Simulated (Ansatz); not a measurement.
# SrHgGeSe4 (Ama2): band gap by G0W0 on PBE, part 3 of 3

Wanted: the gap of SrHgGeSe4 (Ama2) with a many-body correction, and the time that it takes.

Ansatz 0.2.0; PBE, then G0W0 on it, plane waves, PAW. Known limits of the many-body steps: finite bands, screening cutoff and k mesh; no spin-orbit coupling in G0W0; d shells not analysed; screening cutoff under 40 eV in some runs.

So far. Step 3 (The PBE band structure): Over mesh and path the gap is 1.100 eV, direct, at k = (0.000, 0.500, -0.500). Step 4 (One-shot GW): Over all 6 irreducible mesh points the G0W0 gap is 1.915 eV, direct, at k = (0.000, -0.500, -0.500). The PBE gap of this run on the mesh is 1.121 eV. The two states that bound the G0W0 gap lie that far apart at the start, so the correction of the gap is 1.915 − 1.121 = +0.794 eV. The start of this run differs from the step before in mesh (2×4×4 and 2×2×2).

In doubt: masses and optical values from hybrid runs of this build are listed as unsure (in some of the runs), which bears on the screening that GW takes from such a start.

### Step 5. Spin-orbit coupling in PBE

This run has two-component orbitals with spin-orbit coupling.

This step: DFT, PBE with spin-orbit coupling, plane waves, PAW; PAW set soft_1.

Input file input.yaml:

```yaml
crystal:
  lattice:
    - [10.8375, 0.0, 0.0]
    - [0.0, 5.3728, 3.31885]
    - [0.0, -5.3728, 3.31885]
  atoms:
    - { symbol: Sr, position: [0.0, 0.2560433466, 0.2560433466] }
    - { symbol: Sr, position: [0.5, 0.2560433466, 0.2560433466] }
    - { symbol: Ge, position: [0.25, 0.9567885199, 0.5195787844] }
    - { symbol: Ge, position: [0.75, 0.5195787844, 0.9567885199] }
    - { symbol: Hg, position: [0.25, 0.5280692319, 0.8556187453] }
    - { symbol: Hg, position: [0.75, 0.8556187453, 0.5280692319] }
    - { symbol: Se, position: [0.0730524407, 0.1828143308, 0.7237791204] }
    - { symbol: Se, position: [0.9269475593, 0.7237791204, 0.1828143308] }
    - { symbol: Se, position: [0.4269475593, 0.1828143308, 0.7237791204] }
    - { symbol: Se, position: [0.5730524407, 0.7237791204, 0.1828143308] }
    - { symbol: Se, position: [0.25, 0.9728837483, 0.1441951116] }
    - { symbol: Se, position: [0.75, 0.1441951116, 0.9728837483] }
    - { symbol: Se, position: [0.25, 0.5501429265, 0.4178893364] }
    - { symbol: Se, position: [0.75, 0.4178893364, 0.5501429265] }
kpoints:
  mp_grid: { grid: [2, 4, 4] }
  band_path:
    path:
      - [0.0, 0.0, 0.0]
      - [0.0, 0.5, -0.5]
      - [0.0, 0.65460757, -0.34539243]
      - [0.0, 0.34539243, 0.34539243]
      - [0.5, 0.0, 0.0]
      - [0.5, 0.34539243, 0.34539243]
      - [0.5, 0.65460757, -0.34539243]
      - [0.5, 0.5, -0.5]
    npoints: 1
hamiltonian:
  xc: pbe
  pseudopotentials: { kind: paw_fr, azcp: { folder: soft_1 } }
scf:
  occupations: { method: fermi_dirac, width: 0.02 }
  n_extra_bands: 16
magnetization:
  noncollinear: true
  spin_orbit: true
output:
  eigenvalues: true
  forces: true
  stress: true
  write_density: true
  write_potential: true
  elf: true
  volumetric_format: npy
```

Run with:

```sh
ansatz run input.yaml --threads 2 --pin off --max-ram 92160MiB --backend cuda --events-out ev --progress --plain --runs-dir out --devices 1 --max-vram 13GiB
```

Numbers of over 12 decimals in the logs are rounded to 6 here.

Output:

```text
[...]
GPUs: using 1 of 1 available (devices: 1).
[...]
non-collinear run that drives no moment, with spin-orbit: no starting moment large enough to seed its density (crystal.atoms[].spin), no starting occupations that ask for one, no magnetisation constraint and no magnetic field, so the semilocal B_xc is pinned to zero
[...]
GPU FFT provider: cuFFT
GPU libraries: cuBLAS 13.8.2, cuFFT 12.4.0, cuSOLVER 12.3.4
Crystal: 14 atoms, lattice volume = 386.498 Å³
Basis set: ecut = 420 eV, 7535 PW (Γ), exchange–correlation on 150×90×90 points (8 copies of the dense FFT grid, shifted against one another)
Bands: 232, of which v1, the nominal top of the filled ones, is band 216 counted from 1 (215 counted from 0)
Symmetry: 4 space group operations + 4 with time reversal
[...]
k-points: 14 of 32 (time reversal used)
Projection manifold: j_resolved (fully-relativistic pseudo-atomic orbitals)
[...]
GPU buffer pool allocated for 151875 grid points (all kernels)
[...]
SCF iter   1: F=—  HF=-87161.347469 eV  |F-HF|=—  |Δ(HF+E_count)|=         —  Δρ=4.02e-2  dr2=1.15e1  dr2_m=0.00e0 (ungated)  ethr=3.10e-3  |M|=0.00e0 ∫|m|=0.00e0 μB  |m|>n=0.0e0 m-floor=0.0e0 τ_xc=0.0e0  β_m=0.30  ⟨swp⟩=9.0  Hψ=17833  notcnv=0
[...]
spin=Noncollinear: Resta preconditioning applied to the charge; magnetization (m_x, m_y, m_z) channels mix plain (no charge-response kernel on spin).
[...]
Free energy (F): -87157.288378 eV
[...]
Internal energy: -87157.288378 eV  (E = F + TS)
E sigma→0 (E₀):  -87157.288378 eV
Fermi energy:    7.911458 eV
[...]
--- Forces (eV/Å), atoms counted from 1 ---
  atom   1  Sr     0.00000000    -0.00000000     0.00414472
  atom   2  Sr     0.00000000     0.00000000     0.00414472
  atom   3  Ge     0.00000000    -0.00677462     0.00239967
  atom   4  Ge     0.00000000     0.00677462     0.00239967
  atom   5  Hg     0.00000000     0.03079033    -0.02373439
  atom   6  Hg     0.00000000    -0.03079033    -0.02373439
  atom   7  Se     0.01511411     0.01686489     0.03319347
  atom   8  Se    -0.01511411    -0.01686489     0.03319347
  atom   9  Se    -0.01511411     0.01686489     0.03319347
  atom  10  Se     0.01511411    -0.01686489     0.03319347
  atom  11  Se     0.00000000    -0.01912915    -0.06257198
  atom  12  Se    -0.00000000     0.01912915    -0.06257198
  atom  13  Se     0.00000000    -0.03214234     0.01334766
  atom  14  Se     0.00000000     0.03214234     0.01334766
  max |Σ_I F_I| component: 5.48e-5 eV/Å
--- Stress (GPa, compression-positive) ---
        1.774004      -0.000000      -0.000000
       -0.000000       1.644959       0.000000
       -0.000000       0.000000       1.941973
  P = ⅓ Tr σ = 1.7870 GPa (17.870 kbar)
--- Band table (eV; the first three rows and the last of 14) ---
  k-point 0: bands = [... 212 lower, 6.9628, 6.9628, 7.0321, 7.0321, 8.7208, 8.7208, 9.2178, 9.2178, ... 12 higher]
  k-point 1: bands = [... 212 lower, 6.8137, 6.8285, 6.9342, 6.9442, 8.5985, 8.6153, 9.3897, 9.3924, ... 12 higher]
  k-point 2: bands = [... 212 lower, 6.7137, 6.7137, 6.7712, 6.7712, 8.7082, 8.7082, 9.3270, 9.3270, ... 12 higher]
  k-point 13: bands = [... 212 lower, 7.2094, 7.2094, 7.2140, 7.2140, 9.0233, 9.0233, 9.0439, 9.0439, ... 12 higher]
[key lines of the parts left out:]
SCF converged after 12 iterations
Magnetization: |M| = 0.0000 μB,  M = (+0.0000, +0.0000, +0.0000) μB
```

It took 15 s on 1 × NVIDIA H100 80GB HBM3 (shared by 6 runs) with 2 threads of AMD EPYC 7R13 (Zen 3), shared host; peak memory 2.4 GiB; 18 s of CPU time.

Numbers from this step:

- pressure: 1.787 GPa
- gap: 1.070 eV
- valence top at: Y
- conduction bottom at: Y
- least direct gap: 1.070 eV

Over mesh and listed points the gap is 1.070 eV, direct, at k = (0.000, 0.500, -0.500). PBE+SOC against PBE: 1.070 − 1.100 = −0.030 eV, with the same mesh, set of files (read in its fully relativistic form for the spin-orbit run) and cutoff, and both edges at the same k points. The spin-orbit run sees mesh and listed points alone, so its gap is an upper bound: the coupling can move an edge off these points, the more so as this crystal has no centre of inversion, and the change over the zone, its sign included where it is small, is not known.

### Step 6. The runs together

Each gap is the least one over the points named; times are wall times on shared hosts, not benchmarks. A G0W0 time includes the run's own self-consistent start. Runs with listed points see these and the mesh alone, so an edge that moves elsewhere is missed. Rows marked * are further runs, not shown as steps, whose inputs differ from the G0W0 step on the same start in the columns given; solver thresholds can differ too. Symmetry makes (0.000, 0.500, -0.500) and (0.000, -0.500, -0.500) one point.

```
    level   mesh       files, cutoff   bands summed, screening                         points  gap (eV)              valence top        conduction bottom  least direct gap (eV)  time
      PBE  2×4×4  soft_1 PAW, 420 eV                         -                  mesh and path     1.100   (0.000, 0.500, -0.500)   (0.000, 0.500, -0.500)                  1.100  18 s
  PBE+SOC  2×4×4  soft_1 PAW, 420 eV                         -         mesh and listed points     1.070   (0.000, 0.500, -0.500)   (0.000, 0.500, -0.500)                  1.070  15 s
G0W0@PBE*  2×2×2  soft_1 PAW, 420 eV                252, 30 eV  all 6 irreducible mesh points     1.898  (0.000, -0.500, -0.500)  (0.000, -0.500, -0.500)                  1.898  16 s
G0W0@PBE*  2×2×2  soft_1 PAW, 420 eV                515, 60 eV  all 6 irreducible mesh points     1.880  (0.000, -0.500, -0.500)  (0.000, -0.500, -0.500)                  1.880  22 s
 G0W0@PBE  2×2×2  soft_1 PAW, 420 eV               985, 100 eV  all 6 irreducible mesh points     1.915  (0.000, -0.500, -0.500)  (0.000, -0.500, -0.500)                  1.915  34 s
G0W0@PBE*  2×2×2  soft_1 PAW, 420 eV  515, 60 eV, plasmon pole  all 6 irreducible mesh points     1.895  (0.000, -0.500, -0.500)  (0.000, -0.500, -0.500)                  1.895  31 s
```

### Step 7. What came out

```yaml
pbe_gap_over_mesh_and_path: 1.100 eV, direct, at k = (0.000, 0.500, -0.500)
g0w0_pbe_gap_over_all_6_irreducible_mesh_points: 1.915 eV, direct, at k = (0.000, -0.500, -0.500)
pbe_soc_gap_over_mesh_and_listed_points: 1.070 eV
gw_settings: 2×2×2 mesh, 877 empty bands, screening to 100 eV, PAW set soft_1 files
known_limits: finite bands, screening cutoff and k mesh; no spin-orbit coupling in G0W0; d shells not analysed; screening cutoff under 40 eV in some runs
```

What this shows: Over all 6 irreducible mesh points the G0W0 gap is 1.915 eV, direct, at k = (0.000, -0.500, -0.500). The PBE gap of this run on the mesh is 1.121 eV. The two states that bound the G0W0 gap lie that far apart at the start, so the correction of the gap is 1.915 − 1.121 = +0.794 eV. The valence state moves by 6.814 − 7.327 = −0.513 eV and the conduction state by 8.729 − 8.448 = +0.281 eV, on the run's own scale; with 252 bands the edge states move by +0.103 and +0.880 eV, so the split between the edges depends on the bands and cutoff. Both edges that PBE shows over mesh and path lie at k points where levels were corrected. Levels at other points were not corrected, so a lower G0W0 gap elsewhere in the zone is not ruled out. From 252 bands and 30 eV to 985 bands and 100 eV the gap moves by 1.915 − 1.898 = +0.017 eV (rung by rung 1.898, 1.880, 1.915 eV); bands and screening cutoff rise together, so their parts are not told apart. The gap turns back along the series (1.898, 1.880, 1.915 eV), so no line is drawn and the limit is not known. With the plasmon pole model in place of the contour deformation model and all else as in the G0W0@PBE row with 515 bands, the gap differs by 1.895 − 1.880 = +0.015 eV. G0W0 on other starts in this series, not shown as steps and not all at these settings: 2.086 eV on r2SCAN (2×2×2, soft_1 PAW, 515 bands, 60 eV) and 2.293 eV on HSE06 (2×2×2, soft_1 PAW, 515 bands, 60 eV). PBE+SOC against PBE: 1.070 − 1.100 = −0.030 eV, with the same mesh, set of files (read in its fully relativistic form for the spin-orbit run) and cutoff, and both edges at the same k points. The spin-orbit run sees mesh and listed points alone, so its gap is an upper bound: the coupling can move an edge off these points, the more so as this crystal has no centre of inversion, and the change over the zone, its sign included where it is small, is not known. What spin-orbit coupling does to the G0W0 levels was not computed, so no sum with the G0W0 gap is formed. The G0W0 runs are scalar-relativistic. One-shot GW is known to converge slowly in bands for compounds with shallow d shells. The cell holds Hg; the filling of the d shell and its place against the gap were not analysed here. No pair of G0W0 runs that differ in the mesh alone is shown (2×2×2 is a supercell whose nearest images lie 13 Å apart), so the error from the mesh is not known here. G0W0@PBE runs of this series with other atomic data on the same mesh, not shown as steps, give 1.885 eV (hard PAW, 820 eV, 515 bands, screening to 60 eV; the table's row with the same empty bands and screening cutoff has 1.880 eV); where bands and cutoffs differ too, the part of the files is not isolated. A screening cutoff under 40 eV is crude: G0W0@PBE with 252 bands at 30 eV.

[Paths, hosts, dates, memory and timing lines, banners, echoed tables and standing remarks are left out of the program output.]

[Logs are printed without paths, hosts, clocks, repeated set-up lines and the standing remarks that a program may print on its own settings, such as how far it seeks lower states.]

[Runs of the session that timed out or met a known fault of the program may be left out.]

[Cells called generated may have been cut or substituted from an entry of the Crystallography Open Database or the Materials Project.]

[Hosts, paths, dates, database ids (printed as entryN), source tags and the programs' standing remarks are cut or masked in the printed files.]

[Where an RPA ε∞ is given, it is that of the G0W0 mesh and is not shown converged in it. Names of k-points follow the symmetry that the program found, which can be lower than the space group named. Band edges on a path are those of the sampled points; other points can move an edge, and change direct to indirect where valleys lie close.]

[Hybrid gaps are those of their k-mesh and are not shown converged in it.]
